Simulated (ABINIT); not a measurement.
# Beyond one shot: CsH (Pm-3m), part 3 of 3

Aim: iterate the self-energy on CsH (Pm-3m) and follow the gap from cycle to cycle.

ABINIT 10.8.3; LDA and many-body steps on it, plane waves. Known limits of the many-body steps: not at the basis limit; no spin-orbit coupling; coarse k mesh.

So far. Step 11 (evGW, cycle 1): Against G0W0 in ABINIT (4×4×4 mesh, 41 bands, screening to 106.1 eV, Godby-Needs plasmon pole), the gap moves by +0.845 eV. Step 14 (evGW, cycle 2): Against the cycle before, the gap moves by +0.075 eV.

## Step 15: Screening, 4×4×4 mesh, 41 bands, screening to 106.1 eV

This step: RPA screening on LDA, plane waves, norm-conserving pseudopotentials.

File run.abi:

```
acell 3*1.0 Angstrom
rprim 
  3.818408540000 0.000000000000 0.000000000000
  0.000000000000 3.818408540000 0.000000000000
  0.000000000000 0.000000000000 3.818408540000
ntypat 2
znucl 55 1
natom 2
typat 1 2
xred 
  0.000000000000 0.000000000000 0.000000000000
  0.500000000000 0.500000000000 0.500000000000
pp_dirpath "pseudos"
pseudos "Cs.upf, H.upf"
ecut 31
ngkpt 4 4 4
nshiftk 1
shiftk 0 0 0
kptopt 1
chksymbreak 0
istwfk *1
occopt 1
irdwfk 1
optdriver 3
nband 41
ecuteps 3.9
inclvkb 2
awtr 1
symchi 1
gwcalctyp 10
mbpt_sciss 3.066 eV
nqptdm 1
qptdm 
  0 0 0
indata_prefix "in"
outdata_prefix "out"
tmpdata_prefix "tmp"
```

Run with:

```console
$ OMP_NUM_THREADS=1 mpirun -n 4 abinit run.abi > log
```

Numbers of over 12 decimals in the logs are rounded to 6 here.

The program printed:

```text
.Version 10.8.3 of ABINIT. v10.8.2 released Aug 2026.

 Symmetries : space group Pm -3 m (#221); Bravais cP (primitive cubic)
[... echo of the input left out ...]
== DATASET  1 ==================================================================
-   mpi_nproc: 4, omp_nthreads: 1 (-1 if OMP is not activated)

--- !DatasetInfo
iteration_state: {dtset: 1, }
dimensions: {natom: 2, nkpt: 10, mband: 41, nsppol: 1, nspinor: 1, nspden: 1, mpw: 3136, }
cutoff_energies: {ecut:  31.0, pawecutdg:  -1.0, }
[...]
[... chi0 elements left out ...]
 For q-point:  0.000010 0.000020 0.000030
  dielectric constant =   2.8583
  dielectric constant without local fields =   3.1620

  Average fulfillment of the sum rule on Im[epsilon] for q-point    1 :     77.78  [%]
[... wings left out ...]
== END DATASET(S) ==============================================================
================================================================================

 -outvars: echo values of variables after computation  --------
           etotal      0.0000000000E+00
            nband          41
             nkpt          10
          spgroup         221
 [... the other variables as echoed above ...]

 Calculation completed.
```

The job ended after 4.3 s (4 MPI ranks of Arm Neoverse N1, shared host; peak memory 0.4 GiB).

Numbers from this step:

```
ε∞ with local fields, on this mesh, along the program's q direction : 2.858
the same without local fields                                       : 3.162
plasma frequency                                                    : 15.74 eV
plane waves in the screening matrix                                 : 147
```

This screening uses the functional's bands under a rigid shift, the mean opening of the cycle before.

## Step 16: Screening, 4×4×4 mesh, 41 bands, screening to 106.1 eV

This step: RPA screening on LDA from quasiparticle energies, plane waves, norm-conserving pseudopotentials.

Edit run.abi of step 15 so:

```diff
@@ -29,7 +29,15 @@
 symchi 1
+irdqps 1
 gwcalctyp 10
-mbpt_sciss 3.066 eV
-nqptdm 1
+nqptdm 9
 qptdm 
-  0 0 0
+  0.2500000000 0.0000000000 0.0000000000
+  0.5000000000 0.0000000000 0.0000000000
+  0.2500000000 0.2500000000 0.0000000000
+  0.5000000000 0.2500000000 0.0000000000
+  0.5000000000 0.5000000000 0.0000000000
+  0.2500000000 0.2500000000 0.2500000000
+  0.5000000000 0.2500000000 0.2500000000
+  0.5000000000 0.5000000000 0.2500000000
+  0.5000000000 0.5000000000 0.5000000000
 indata_prefix "in"
```

File mrgscr.stdin:

```
2
merged
q0_SCR
out_SCR
1
```

Run with:

```console
$ OMP_NUM_THREADS=1 mpirun -n 4 abinit run.abi > log; mrgscr < mrgscr.stdin
```

The program printed:

```text
.Version 10.8.3 of ABINIT. v10.8.2 released Aug 2026.

 Symmetries : space group Pm -3 m (#221); Bravais cP (primitive cubic)
[... echo of the input left out ...]
== DATASET  1 ==================================================================
-   mpi_nproc: 4, omp_nthreads: 1 (-1 if OMP is not activated)

--- !DatasetInfo
iteration_state: {dtset: 1, }
dimensions: {natom: 2, nkpt: 10, mband: 41, nsppol: 1, nspinor: 1, nspden: 1, mpw: 3136, }
cutoff_energies: {ecut:  31.0, pawecutdg:  -1.0, }
[...]
q-point number  1        q = ( 0.250000, 0.000000, 0.000000) [r.l.u.]
--------------------------------------------------------------------------------
[... chi0 elements left out ...]
  Average fulfillment of the sum rule on Im[epsilon] for q-point    2 :    116.69  [%]

--------------------------------------------------------------------------------
  q-point number  2        q = ( 0.500000, 0.000000, 0.000000) [r.l.u.]
--------------------------------------------------------------------------------
[... chi0 elements left out ...]
  Average fulfillment of the sum rule on Im[epsilon] for q-point    3 :    100.17  [%]

 [... 7 further q-points ...]
```

Run time: 9 s. Hardware: 4 MPI ranks; peak memory 0.46 GiB.

This step gave:

```
plasma frequency                    : 15.74 eV
plane waves in the screening matrix : 147
```

This screening reads the quasiparticle levels of the cycle before.

## Step 17: evGW, cycle 3

This step: evGW on LDA, plane waves, norm-conserving pseudopotentials.

Edit run.abi of step 16 so:

```diff
@@ -23,12 +23,10 @@
 irdwfk 1
-optdriver 3
+optdriver 4
 nband 41
-ecuteps 3.9
-inclvkb 2
-awtr 1
-symchi 1
-irdqps 1
 gwcalctyp 10
-nqptdm 9
-qptdm 
+ecutsigx 31
+symsigma 1
+nkptgw 10
+kptgw 
+  0.0000000000 0.0000000000 0.0000000000
   0.2500000000 0.0000000000 0.0000000000
@@ -42,2 +40,17 @@
   0.5000000000 0.5000000000 0.5000000000
+bdgw 
+  1 11
+  1 11
+  1 11
+  1 11
+  1 11
+  1 11
+  1 11
+  1 11
+  1 11
+  1 11
+ecuteps 3.9
+irdscr 1
+ppmodel 1
+irdqps 1
 indata_prefix "in"
```

Run with:

```console
$ OMP_NUM_THREADS=1 mpirun -n 4 abinit run.abi > log
```

The program printed:

```text
.Version 10.8.3 of ABINIT. v10.8.2 released Aug 2026.

 Symmetries : space group Pm -3 m (#221); Bravais cP (primitive cubic)
[... echo of the input left out ...]
== DATASET  1 ==================================================================
-   mpi_nproc: 4, omp_nthreads: 1 (-1 if OMP is not activated)

--- !DatasetInfo
iteration_state: {dtset: 1, }
dimensions: {natom: 2, nkpt: 10, mband: 41, nsppol: 1, nspinor: 1, nspden: 1, mpw: 3136, }
cutoff_energies: {ecut:  31.0, pawecutdg:  -1.0, }
[...]
.  kptgw no:  3; Maximum DeltaE = (  -0.141   0.165) for band index:  1
[...]
.  kptgw no:  9; Maximum DeltaE = (   0.091   0.013) for band index:  1
.  kptgw no: 10; Maximum DeltaE = (   0.253  -0.007) for band index:  1

== END DATASET(S) ==============================================================
================================================================================

 -outvars: echo values of variables after computation  --------
           etotal      0.0000000000E+00
            nband          41
             nkpt          10
          spgroup         221
 [... the other variables as echoed above ...]

 Calculation completed.
```

Run time: 60 s. Hardware: 4 MPI ranks; peak memory 1 GiB; 4 min of CPU time.

This step gave:

```
quasiparticle gap on the mesh                         : 5.188 eV
gap of the density functional on the mesh             : 2.297 eV
k of the valence top                                  : 0.5, 0.5, 0.5
k of the conduction bottom                            : 0.5, 0, 0
least direct quasiparticle gap on the computed points : 5.31 eV
```

Against the cycle before, the gap moves by +0.009 eV.

## Step 18: The runs together

Times are wall times on 4 MPI ranks of Arm Neoverse N1, shared host, good to a factor of about two. A run's time includes the screening step that it read.

```
           run   mesh  bands  screening cutoff (eV)  DFT gap (eV)  gap on the mesh (eV)  direct (eV)  ε∞ used  time
          G0W0  4×4×4     41                  106.1         2.297                 4.259        4.400     3.83  19 s
evGW0, cycle 1  4×4×4     41                  106.1         2.297                 4.753        4.887     3.83  70 s
evGW0, cycle 2  4×4×4     41                  106.1         2.297                 4.569        4.690     3.83  71 s
evGW0, cycle 3  4×4×4     41                  106.1         2.297                 4.580        4.705     3.83  70 s
evGW0, cycle 4  4×4×4     41                  106.1         2.297                 4.581        4.704     3.83  70 s
 evGW, cycle 1  4×4×4     41                  106.1         2.297                 5.104        5.228     2.99  73 s
 evGW, cycle 2  4×4×4     41                  106.1         2.297                 5.179        5.301     2.87  75 s
 evGW, cycle 3  4×4×4     41                  106.1         2.297                 5.188        5.310     2.86  74 s
```

## Step 19: Results

| Property | Result |
| --- | --- |
| G0W0 | 4.259 eV |
| evGW0, cycle 1 | 4.753 eV |
| evGW0, cycle 2 | 4.569 eV |
| evGW0, cycle 3 | 4.580 eV |
| evGW0, cycle 4 | 4.581 eV |
| evGW, cycle 1 | 5.104 eV |
| evGW, cycle 2 | 5.179 eV |
| evGW, cycle 3 | 5.188 eV |
| known limits | not at the basis limit; no spin-orbit coupling; coarse k mesh |

What this shows: Only the bands that the input lists are updated; the others, empty or deep, keep the functional's energies or take a rigid shift. The evGW loop starts from the last levels of evGW0, so its cycles and time come on top of those. evGW0 ends at 4.58 eV, +0.32 eV from G0W0, after 4 cycles that took 4 min beside the first screening; the last moved the gap by 0.001 eV. evGW ends at 5.19 eV, +0.93 eV from G0W0, after 3 cycles that took 3.7 min beside the first screening; the last moved the gap by 0.009 eV. The first cycle of evGW0 takes the full correction, without the factor Z, so it overshoots the one-shot value. Bands and cutoff are finite, so the gap is not at the basis limit. The miss can reach some tenths of an eV and take either sign; the mesh is an error of its own. The 4×4×4 mesh is coarse for this cell, which bears on the long-range parts of exchange and screening. In the updated screening the q = 0 part is built from Kohn-Sham bands under a rigid shift, the other q from the quasiparticle levels. The many-body steps are scalar-relativistic: spin-orbit coupling is not in them.

[Paths, hosts, dates, memory and timing lines, banners, echoed tables and standing remarks are left out of the program output.]

[Logs are printed without paths, hosts, clocks, repeated set-up lines and the standing remarks that a program may print on its own settings, such as how far it seeks lower states.]

[Runs of the session that timed out or met a known fault of the program may be left out.]

[Hosts, paths, dates, database ids (printed as entryN), source tags and the programs' standing remarks are cut or masked in the printed files.]

[G0W0 gaps are taken among the corrected bands and points alone; a level outside them can change the order at an edge.]

[Where Ansatz stands beside ABINIT at settings called matched, ABINIT's density can come from a denser mesh and the files from another edition; pairs whose starting gaps differed by over 0.03 eV were left out, so agreement reads better than it is.]
